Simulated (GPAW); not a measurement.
# What relaxation does to the transmission of 10 junctions

A junction put together from bond lengths is quick to compute. How far is its transmission from that of the relaxed structure, and is geometry or basis the larger error?

How it was computed: Relaxation in the dzp basis, within the symmetry of the start (GPAW, PBE, forces under 0.05 eV/Å; an orbital basis tends to overbind), lead ends held. Transmission: GPAW 26.7.0 in a basis of numerical atomic orbitals with PAW setups; lead and junction are solved self-consistently in repeated cells 9 Å or more across, their Hamiltonian and overlap matrices go into Green's functions with semi-infinite leads (ASE), and T is the Landauer transmission at zero bias, at the junction cell's Fermi level, for one spin or as the mean of both where a run is spin-polarised.

What came out:

```tsv
junction	largest move (Å)	T as built, dzp	T relaxed, dzp	T relaxed, sz
Rh chain with a Si atom on top of one atom	1.02	3.62	2.63	2.38
butadiene-1,4-dithiol between two Ir chains	1.01	0.639	0.286	0.57
Ir chain with a Sn atom bridging one bond	0.90	4.03	3.18	3.18
Ru chain with a Ti atom on top of one atom	0.85	3.85	3.63	3.65
CO in line between two Sn chains	0.23	1.89	1.32	1.45
Fe chain with an O atom bridging one bond	0.20	1.88	1.83	1.68
Sn chain with two Ti atoms in line	0.18	2.55	0.712	0.617
Li chain with two Ti atoms in line	0.17	0.655	0.883	0.514
CN in line between two Na chains	0.16	0.00568	0.00577	0.0127
Al chain with one Cu atom in line	0.04	0.633	0.731	0.769
```

What this shows: Relaxation raises T in 2 junctions, lowers it in 6 and leaves it within 5 % in 2. The largest change as a ratio is for Sn chain with two Ti atoms in line, from 2.55 to 0.712. Moves over 0.6 Å, in 4 junctions, go beyond an adjustment of bond lengths: chain atoms buckled, a molecule turned or bonds were remade. In 7 of 10 cases the geometry matters more than the step from dzp to the minimal basis. The largest move doesn't predict the size of the change (r = 0.06).

**Limits.** The cell length was held, so a junction may stay under tension or compression; the symmetry of the start was kept, and lower structures may exist. An evenly spaced straight chain is an idealisation of an electrode: free chains dimerise or zigzag, and their density of states has sharper edges than a bulk metal's. Only 4 of the runs were spin-polarised; the others may miss a magnetic state. Spin-polarised runs started from parallel moments; another order may lie lower. Spin-orbit coupling is left out, which matters for the heavier atoms here. Junctions whose dzp lead is shut at the Fermi level or whose end layer misses the lead by over 0.25 eV were left out, as were moves over 1.5 Å.

[Logs are printed without paths, hosts, clocks, repeated set-up lines and the standing remarks that a program may print on its own settings, such as how far it seeks lower states.]
